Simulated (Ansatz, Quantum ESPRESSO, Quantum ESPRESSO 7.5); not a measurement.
# Hf2COS MXene, 1 layer: biaxial strain by an ASE script

Aim: band edges, gap and stiffness of Hf2COS MXene, 1 layer under biaxial strain.

Calculated with Quantum ESPRESSO 7.5; plane-wave DFT, PBE, GBRV ultrasoft pseudopotentials (geometry by Ansatz 0.2.0 with PAW datasets; geometry under PBE).

## 1. The starting structure

The cell holds 5 atoms: 1 S, 2 Hf, 1 C and 1 O. Cell: a = 3.289 Å, b = 3.289 Å, c = 20.587 Å, α = 90.0°, β = 90.0°, γ = 120.0°. It derives from Hf2COS. Vacuum lies along c.

## 2. Relaxation with Ansatz

A relaxation in Ansatz fixes the structure of this slab for the runs on it.

input.yaml

```yaml
crystal:
  lattice:
    - [3.289, 0.0, 0.0]
    - [-1.6445, 2.848357553, 0.0]
    - [0.0, 0.0, 20.5866226631]
  atoms:
    - { symbol: S, position: [0.3333333333, 0.6666666667, 0.3643142502] }
    - { symbol: Hf, position: [0.6666666667, 0.3333333333, 0.4523518813] }
    - { symbol: C, position: [0.0, 0.0, 0.5153904766] }
    - { symbol: Hf, position: [0.3333333333, 0.6666666667, 0.5784290718] }
    - { symbol: O, position: [0.6666666667, 0.3333333333, 0.6356857498] }
kpoints:
  mp_grid: { grid: [12, 12, 1] }
hamiltonian:
  xc: pbe
scf:
  occupations: { method: fermi_dirac, width: 0.05 }
  convergence: { dr2_threshold: 1.0e-08 }
efield:
  axis: 3
  dipole_correction: true
  ramp_position: 0.97
  ramp_width: 0.04
relax:
  f_tol: 0.01
  cell: { fix: [c, alpha, beta] }
output:
  write_potential: true
  write_density: true
  volumetric_format: npy
```

The run is started by

```console
$ ansatz run input.yaml --threads 2 --pin off --max-ram 4096MiB --backend cpu --events-out ev --progress --plain --runs-dir out
```

Numbers of over 12 decimals in the logs are rounded to 6 here.

The log of the run:

```text
Warning: relax.cell: scf.convergence.dr2_threshold = 1e-8 eV is looser than the 5e-10 eV advised for a relaxation that steers and ends on the stress (1e-10 eV for each atom of the cell: 5). What an SCF threshold leaves in a stress goes as its square root, and in the free energy as the threshold itself, and one threshold admits the most on a small cell: [figures from the program's tests cut] Set scf.convergence.dr2_threshold to 5e-10 eV or tighter. The threshold is an SCF's pass mark: one that does not reach it within its budget of iterations ends unconverged, or closes short of it on a stop that the run arms, and scf.convergence.dr2_threshold's page says what that costs each kind of run
Engine: ansatz 0.2.0, aarch64-unknown-linux-gnu
Pseudopotentials: kind: paw
Pseudopotential: S, paw, valence charge 6, recommended cutoff 420 eV (normal), S.paw.azcp
Pseudopotential: Hf, paw, valence charge 26, recommended cutoff 420 eV (normal), Hf.paw.azcp
Pseudopotential: C, paw, valence charge 4, recommended cutoff 420 eV (normal), C.paw.azcp
Pseudopotential: O, paw, valence charge 6, recommended cutoff 420 eV (normal), O.paw.azcp
Functional definition: PBE
  parameter kappa = 0.804
  parameter beta = 0.066725
  exchange = pbe_x(kappa = kappa, mu = beta*pi^2/3)
  correlation = pbe_c(beta = beta)
Crystal: 5 atoms, lattice volume = 192.861 Å³
Basis set: ecut = 420 eV, 3837 PW (Γ), exchange–correlation on 48×48×288 points (8 copies of the dense FFT grid, shifted against one another)
Bands: 41, of which v1, the nominal top of the filled ones, is band 34 counted from 1 (33 counted from 0)
Symmetry: 6 space group operations
Space group: P3m1 (ITA 156), of the structure as read, at distance tolerance 5.8e-5 Å
k-points: 19 of 144 (time reversal used)
Non-local potential: S, projectors of the file, l = 0: 2, l = 1: 2, l = 2: 2
Non-local potential: Hf, projectors of the file, l = 0: 3, l = 1: 2, l = 2: 2, l = 3: 3
Non-local potential: C, projectors of the file, l = 0: 2, l = 1: 2, l = 2: 1
Non-local potential: O, projectors of the file, l = 0: 2, l = 1: 2, l = 2: 1
PAW form: soft (Blöchl's): semilocal exchange-correlation on the pseudo side does not see the compensation charge
PAW one-centre angular grid: S, 110 points (default); XC on 64 Gauss nodes
PAW one-centre angular grid: Hf, 590 points (default); XC on 64 Gauss nodes
PAW one-centre angular grid: C, 110 points (default); XC on 64 Gauss nodes
PAW one-centre angular grid: O, 110 points (default); XC on 64 Gauss nodes
Initial density: superposition of atomic densities (neutral atoms: chi_scale 0, normalization atom), corrected by the library's trained network
Initial wavefunctions: pseudopotential atomic-orbital guess
Functional: x = pbe(κ = 0.804, μ = 0.219515), c = pbe(β = 0.066725)
SCF iter   1: F=—  HF=-33168.574407 eV  |F-HF|=—  |Δ(HF+E_count)|=         —  Δρ=2.42e-3  dr2=1.78e-2  ethr=1.77e-3  p=-0.043 e·Å  D=-4.06e-2 V/Å  ΔV_dip=0.84 eV  dr2_dipole=2.54e-4  V_vac-E_F(+/−)=7.04/6.20 eV  ⟨swp⟩=8.2  Hψ=3437  notcnv=0  defer=10
efield: sawtooth ramp at fractional position 0.9700 (set: `efield.ramp_position`, or a place that a band, a saddle search or an elastic batch's reference lends), width 0.0400; the density the first Hamiltonian is built on has a dipole p = -0.043 e·Å; the dipole correction subtracts the counter field D = -4.06e-2 V/Å, which shifts the + side's vacuum level by +0.84 eV against the − side's; the planar-averaged density in the ramp window peaks in size at 4.4e-5 e/Å³
preconditioner: auto → LDOS  [insulator: Δε(μ)=0.310 eV  Ē_g=16.703 eV  σ=0.050 eV  W_gap=0.56  n_scr=44 (ndim 8)  ℏωp=21.4 eV  f_vac=0.604  D(μ)=1.35/eV (n_scr^D=6)  ε∞_Penn≈2.6  β→1.0]
SCF iter   2: F=—  HF=-33168.579891 eV  |F-HF|=—  |Δ(HF+E_count)|=   5.48e-3  Δρ=1.82e-3  dr2=1.03e-2  ethr=2.62e-5  p=-0.041 e·Å  D=-3.87e-2 V/Å  ΔV_dip=0.80 eV  dr2_dipole=3.66e-4  V_vac-E_F(+/−)=6.93/6.13 eV  ⟨swp⟩=2.9  Hψ=1784  notcnv=0  defer=30
SCF iter   3: F=—  HF=-33168.577048 eV  |F-HF|=—  |Δ(HF+E_count)|=   2.84e-3  Δρ=5.30e-4  dr2=8.65e-4  ethr=1.51e-5  p=-0.038 e·Å  D=-3.56e-2 V/Å  ΔV_dip=0.73 eV  dr2_dipole=3.18e-5  V_vac-E_F(+/−)=6.94/6.21 eV  ⟨swp⟩=2.0  Hψ=1460  notcnv=0  defer=30
SCF iter   4: F=—  HF=-33168.576900 eV  |F-HF|=—  |Δ(HF+E_count)|=   1.48e-4  Δρ=1.71e-4  dr2=6.20e-5  ethr=1.27e-6  p=-0.039 e·Å  D=-3.69e-2 V/Å  ΔV_dip=0.76 eV  dr2_dipole=7.83e-7  V_vac-E_F(+/−)=6.95/6.19 eV  ⟨swp⟩=3.5  Hψ=1705  notcnv=0  defer=30
SCF iter   5: F=—  HF=-33168.576883 eV  |F-HF|=—  |Δ(HF+E_count)|=   1.75e-5  Δρ=4.04e-5  dr2=3.04e-6  ethr=9.11e-8  p=-0.039 e·Å  D=-3.66e-2 V/Å  ΔV_dip=0.75 eV  dr2_dipole=2.89e-8  V_vac-E_F(+/−)=6.95/6.19 eV  ⟨swp⟩=2.0  Hψ=1325  notcnv=0  defer=30
SCF iter   6: F=—  HF=-33168.576878 eV  |F-HF|=—  |Δ(HF+E_count)|=   4.56e-6  Δρ=1.65e-5  dr2=6.83e-7  ethr=4.47e-9  p=-0.039 e·Å  D=-3.65e-2 V/Å  ΔV_dip=0.75 eV  dr2_dipole=1.17e-7  V_vac-E_F(+/−)=6.95/6.20 eV  ⟨swp⟩=3.2  Hψ=1716  notcnv=0  defer=30
SCF iter   7: F=—  HF=-33168.576879 eV  |F-HF|=—  |Δ(HF+E_count)|=   5.64e-7  Δρ=6.43e-6  dr2=6.83e-8  ethr=1.00e-9  p=-0.039 e·Å  D=-3.65e-2 V/Å  ΔV_dip=0.75 eV  dr2_dipole=3.74e-9  V_vac-E_F(+/−)=6.95/6.20 eV  ⟨swp⟩=2.1  Hψ=1260  notcnv=0  defer=30
SCF iter   8: F=—  HF=-33168.576879 eV  |F-HF|=—  |Δ(HF+E_count)|=   1.38e-7  Δρ=1.76e-6  dr2=1.00e-8  ethr=1.47e-11  p=-0.039 e·Å  D=-3.65e-2 V/Å  ΔV_dip=0.75 eV  dr2_dipole=1.51e-9  V_vac-E_F(+/−)=6.95/6.20 eV  ⟨swp⟩=10.9  Hψ=6712  notcnv=0
SCF iter   9: F=-33168.576879 eV  HF=-33168.576879 eV  |F-HF|=7.06e-10  |Δ(HF+E_count)|=   1.93e-8  Δρ=3.94e-7  dr2=5.19e-10  ethr=1.47e-11  p=-0.039 e·Å  D=-3.65e-2 V/Å  ΔV_dip=0.75 eV  dr2_dipole=1.53e-10  V_vac-E_F(+/−)=6.95/6.20 eV  ⟨swp⟩=9.5  Hψ=5662  notcnv=0
SCF 1 converged in 9 iterations: F = -33168.576879 eV  dr2 = 5.19e-10
  greatest PAW one-centre occupation: 0.999 electrons in one spin orbital (limit 2), on the Hf atom at site 3 (counted from 0), in its partial waves of l = 0
relax step   1: F+E_penalty+E_count = -33168.57687882 eV  Δ(F+E_penalty+E_count) = +0.000e0 eV  max|allowed force component| = 4.244e0 eV/Å  Δτ_max = 0.0000 Å  P = -1.172 GPa  Ω = 192.861 Å³  fix = [c, alpha, beta]  reactions: c -3.459 GPa  (9 SCF iters, accepted)
Crystal: 5 atoms, lattice volume = 197.704 Å³
Basis set: ecut = 420 eV, 3897 PW (Γ), exchange–correlation on 48×48×288 points (8 copies of the dense FFT grid, shifted against one another)
Initial density: handed on by an earlier stage of this run
Initial wavefunctions: those handed on with the density
[...]
relax step   4: F+E_penalty+E_count = -33169.23496402 eV  Δ(F+E_penalty+E_count) = -1.331e-1 eV  max|allowed force component| = 2.026e-1 eV/Å  Δτ_max = 0.0737 Å  P = -0.236 GPa  Ω = 199.869 Å³  energy of the carried Pulay correction = -4.679e-3 eV  fix = [c, alpha, beta]  reactions: c -0.411 GPa  (9 SCF iters, accepted)
[...]
relax step   5: F+E_penalty+E_count = -33169.23678704 eV  Δ(F+E_penalty+E_count) = -1.823e-3 eV  max|allowed force component| = 9.835e-2 eV/Å  Δτ_max = 0.0163 Å  P = -0.019 GPa  Ω = 200.151 Å³  energy of the carried Pulay correction = -4.864e-3 eV  fix = [c, alpha, beta]  reactions: c +0.021 GPa  (6 SCF iters, accepted)
[...]
relax step   6: F+E_penalty+E_count = -33169.23722399 eV  Δ(F+E_penalty+E_count) = -4.369e-4 eV  max|allowed force component| = 1.325e-2 eV/Å  Δτ_max = 0.0038 Å  P = +0.013 GPa  Ω = 199.981 Å³  energy of the carried Pulay correction = -4.753e-3 eV  fix = [c, alpha, beta]  reactions: c -0.006 GPa  (6 SCF iters, accepted)
[...]
relax step   7: F+E_penalty+E_count = -33169.23720352 eV  Δ(F+E_penalty+E_count) = +2.046e-5 eV  max|allowed force component| = 1.555e-3 eV/Å  Δτ_max = 0.0005 Å  P = -0.009 GPa  Ω = 200.029 Å³  energy of the carried Pulay correction = -4.784e-3 eV  fix = [c, alpha, beta]  reactions: c -0.023 GPa  (5 SCF iters, accepted)
Initial wavefunctions: pseudopotential atomic-orbital guess (no wavefunctions were taken with the density)
iter 1 solved again at ethr=1.31e-6 eV; its pass at ethr=3.10e-3 eV (dr2=8.92e-4 eV) is discarded
SCF iter   1: F=—  HF=-33169.242723 eV  |F-HF|=—  |Δ(HF+E_count)|=         —  Δρ=1.47e-4  dr2=5.83e-6  ethr=1.31e-6  p=0.075 e·Å  D=6.80e-2 V/Å  ΔV_dip=-1.40 eV  dr2_dipole=1.44e-8  V_vac-E_F(+/−)=4.61/6.01 eV  ⟨swp⟩=3.6  Hψ=5619  notcnv=0
efield: sawtooth ramp at fractional position 0.9700 (set: `efield.ramp_position`, or a place that a band, a saddle search or an elastic batch's reference lends), width 0.0400; the density the first Hamiltonian is built on has a dipole p = 0.075 e·Å; the dipole correction subtracts the counter field D = 6.80e-2 V/Å, which shifts the + side's vacuum level by -1.40 eV against the − side's; the planar-averaged density in the ramp window peaks in size at 1.8e-6 e/Å³
preconditioner: auto → LDOS  [insulator: Δε(μ)=0.150 eV  Ē_g=16.817 eV  σ=0.050 eV  W_gap=0.53  n_scr=44 (ndim 8)  ℏωp=21.0 eV  f_vac=0.620  D(μ)=0.58/eV (n_scr^D=4)  ε∞_Penn≈2.6  β→1.0]
SCF iter   2: F=—  HF=-33169.243068 eV  |F-HF|=—  |Δ(HF+E_count)|=   3.45e-4  Δρ=7.74e-5  dr2=1.02e-5  ethr=8.57e-9  p=0.075 e·Å  D=6.80e-2 V/Å  ΔV_dip=-1.40 eV  dr2_dipole=8.26e-9  V_vac-E_F(+/−)=4.61/6.01 eV  ⟨swp⟩=3.1  Hψ=1884  notcnv=0
SCF iter   3: F=—  HF=-33169.243064 eV  |F-HF|=—  |Δ(HF+E_count)|=   4.36e-6  Δρ=2.91e-5  dr2=2.45e-6  ethr=8.57e-9  p=0.075 e·Å  D=6.79e-2 V/Å  ΔV_dip=-1.40 eV  dr2_dipole=1.75e-7  V_vac-E_F(+/−)=4.62/6.01 eV  ⟨swp⟩=2.1  Hψ=1435  notcnv=0
SCF iter   4: F=—  HF=-33169.243063 eV  |F-HF|=—  |Δ(HF+E_count)|=   7.31e-7  Δρ=7.84e-6  dr2=1.38e-7  ethr=3.60e-9  p=0.075 e·Å  D=6.80e-2 V/Å  ΔV_dip=-1.40 eV  dr2_dipole=7.79e-9  V_vac-E_F(+/−)=4.61/6.01 eV  ⟨swp⟩=2.0  Hψ=1344  notcnv=0
SCF iter   5: F=-33169.243063 eV  HF=-33169.243063 eV  |F-HF|=7.15e-8  |Δ(HF+E_count)|=   1.91e-8  Δρ=1.14e-6  dr2=3.18e-9  ethr=1.47e-11  p=0.075 e·Å  D=6.80e-2 V/Å  ΔV_dip=-1.40 eV  dr2_dipole=8.81e-16  V_vac-E_F(+/−)=4.61/6.01 eV  ⟨swp⟩=11.2  Hψ=7053  notcnv=0
SCF 8 converged in 5 iterations: F = -33169.243063 eV  dr2 = 3.18e-9
relax step   8: F+E_penalty+E_count = -33169.24306339 eV  Δ(F+E_penalty+E_count) = -5.860e-3 eV  max|allowed force component| = 4.510e-4 eV/Å  Δτ_max = 0.0000 Å  P = +0.032 GPa  Ω = 200.029 Å³  fix = [c, alpha, beta]  reactions: c -0.002 GPa  stress off target by 4.93e-2 GPa on what of the cell is left free  SCF on the basis re-selected at this cell (its energy is not comparable with the rows above)  (5 SCF iters)
basis re-selected at this cell: Δ(F+E_penalty+E_count) = -5.860e-3 eV, ΔP = +0.041 GPa vs the last step (what re-selecting the basis moved, of the pressure what is left beyond the Pulay correction that the steps carried, after the strain that the cell walked since its last selection, with what the two solves' SCF thresholds leave and, on support functions, any second-order correction that the steps lacked; it is no m [...]
WARN: The output density's exchange-correlation potential varies sharply where the density is thin. Do not read a vacuum level from v_tot or v_xc, or from such a field of the output density. On a cell that repeats whose density bears no net charge and no dipole along the vacuum's axis use v_es (v_loc + v_h of the components); under efield.dipole_correction with no amplitude use v_es + v_field, which holds any externa [...]
SCF converged after 5 iterations
Free energy (F): -33169.243063 eV
Harris-Foulkes:  -33169.243063 eV  (|F-HF|=7.15e-8)
Internal energy: -33169.238312 eV  (E = F + TS)
E sigma→0 (E₀):  -33169.240688 eV
Entropy (-TS):   -0.004751 eV (-0.950 meV/atom)
Fermi energy:    2.274483 eV
Dipole field:    D = 0.067965 V/Å  (p = 0.075130 e·Å, saw-weighted, corrected)
Work function:   Φ+ = 4.6145 eV   Φ− = 6.0137 eV
Levels:          The Fermi level and band energies are counted from a zero that moves with the ramp; work functions are not
--- Per-component energies (eV) ---
  E_band       = -940.132741
  E_kinetic    = 1212.628253
  E_local      = -87548.759752  (includes V_loc(G=0)·N_el)
  E_nonlocal   = -2384.178154
  E_hartree    = 42877.454390
  E_xc         = -819.195626
  E_vxc        = -773.783680  (∫ρ·V_xc dr)
  E_paw        = -14711.629984  (= ΣΔE_a)
  E_vpaw       = 2801.254988  (= ΣTr[D̂ρ^β])
  E_aug_tail   = 0.002420  (compensation charges beyond the density's cutoff)
  E_efield     = 0.002553  (sawtooth field / dipole correction)
  E_vefield    = -2.201373  (∫n·V_field dr)
  E_ewald      = 28204.437588
  E_smearing   = -0.004751  (= −TS)
  E_closure    = -0.000000  (closes the sum)
  Σ components = -33169.243063   (vs F -33169.243063, Δ=0.00e0)
--- Forces (eV/Å), atoms counted from 1 ---
  atom   1  S      0.00000000    -0.00000000     0.00042388
  atom   2  Hf    -0.00000000     0.00000000     0.00021563
  atom   3  C     -0.00000000     0.00000000    -0.00045412
  atom   4  Hf    -0.00000000     0.00000000    -0.00012459
  atom   5  O      0.00000000     0.00000000    -0.00007632
  max |Σ_I F_I| component: 1.55e-5 eV/Å
--- Stress (GPa, compression-positive) ---
        0.049300       0.000000      -0.000000
        0.000000       0.049300      -0.000000
       -0.000000      -0.000000      -0.001660
  P = ⅓ Tr σ = 0.0323 GPa (0.323 kbar)
--- Band table (eV; the first three rows and the last of 19) ---
  k-point 0: bands = [... 30 lower, 0.1099, 1.0535, 2.4617, 2.4617, 3.8644, 3.8644, 4.0082, 5.3483, ... 3 higher]
  k-point 1: bands = [... 30 lower, 0.1263, 1.2226, 1.8084, 2.1442, 3.6992, 4.2067, 4.3927, 5.4462, ... 3 higher]
  k-point 2: bands = [... 30 lower, 0.1368, 0.4599, 1.4245, 1.6760, 3.2864, 4.7196, 4.9162, 5.4136, ... 3 higher]
  k-point 18: bands = [... 30 lower, -1.1298, -0.3957, -0.0648, -0.0464, 4.5242, 4.9813, 5.5677, 6.2036, ... 3 higher]
--- Relaxed structure (7 steps of the walk, 6 accepted, 1 SCFs on fresh bases) ---
  F+E_penalty+E_count = -33169.24306339 eV   max|allowed force component| = 4.510e-4 eV/Å   (the final SCF, on the basis selected at the relaxed cell)
  cell:  # Å, volume = 200.0289 Å³
    - [3.349566, 0.0, 0]
    - [-1.674783, 2.900809, 0]
    - [0, 0, 20.5866226631]
  atoms:
    - { symbol: S, position: [0.333333, 0.666667, 0.373279] }
    - { symbol: Hf, position: [0.666667, 0.333333, 0.450597] }
    - { symbol: C, position: [-4.928105013835307e-19, -1.4080300039364056e-19, 0.514864] }
    - { symbol: Hf, position: [0.333333, 0.666667, 0.581888] }
    - { symbol: O, position: [0.666667, 0.333333, 0.625543] }
```

It took 45 s on 2 threads of Arm Neoverse V2, shared host; peak memory 0.51 GiB.

Step by step:

```
step  energy less that of the first step (eV)  largest force component (eV/Å)  pressure (GPa)  volume (Å³)
   1                                   0.0000                          4.2439           -1.17       192.86
   2                                  -0.5250                          2.2746            0.61       197.70
   3                                  -0.4932                          1.2355           -0.05       207.89
   4                                  -0.6581                          0.2026           -0.24       199.87
   5                                  -0.6599                          0.0984           -0.02       200.15
   6                                  -0.6603                          0.0132            0.01       199.98
   7                                  -0.6603                          0.0016           -0.01       200.03
  8*                                  -0.6662                          0.0005            0.03       200.03
```

Relaxation steps marked * repeat the geometry before them on a plane-wave basis chosen anew for their cell, so energy and pressure can jump there. Relaxation step 3 was tried and not accepted.

Forces are held to the 6 operations that the run works with; a distortion that breaks them can't arise in this run.

```
cell as run  before  after  change
      a (Å)   3.289  3.350  +1.8 %
      b (Å)   3.289  3.350  +1.8 %
```

The atoms that moved most (Å, along periodic axes as changes of fractional coordinates times the final cell, across vacuum about the mean position):

```
atom     dx     dy      dz  length
  O5  0.000  0.000  -0.209   0.209
  S1  0.000  0.000   0.185   0.185
 Hf4  0.000  0.000   0.071   0.071
 Hf2  0.000  0.000  -0.036   0.036
  C3  0.000  0.000  -0.011   0.011
```

Final coordinates:

```xyz
5
Lattice="3.3496 0.0000 0.0000 -1.6748 2.9008 0.0000 0.0000 0.0000 20.5866" Properties=species:S:1:pos:R:3
S     0.0000    1.9339    7.6846
Hf    1.6748    0.9669    9.2763
C     0.0000    0.0000   10.5993
Hf    0.0000    1.9339   11.9791
O     1.6748    0.9669   12.8778
```

Numbers from this step:

| Quantity | Value |
| --- | --- |
| free energy | -33169.2431 eV |
| energy at zero smearing | -33169.2407 eV |
| smearing term TS | 0.004751 eV |
| Fermi energy | 2.274 eV |
| symmetry operations | 6 |
| work function of the upper face | 4.615 eV |
| work function of the lower face | 6.014 eV |
| dipole along the normal | 0.07513 e·Å |

(Continued in part 2 of 2.)

[Logs are printed without paths, hosts, clocks, repeated set-up lines and the standing remarks that a program may print on its own settings, such as how far it seeks lower states.]

[Hosts, paths, dates, database ids (printed as entryN), source tags and the programs' standing remarks are cut or masked in the printed files.]

[Maps of the electrostatic potential energy from Ansatz leave out the sawtooth potential of an applied field or a dipole correction, so their vacuum need not be flat; planar profiles and work functions include it.]
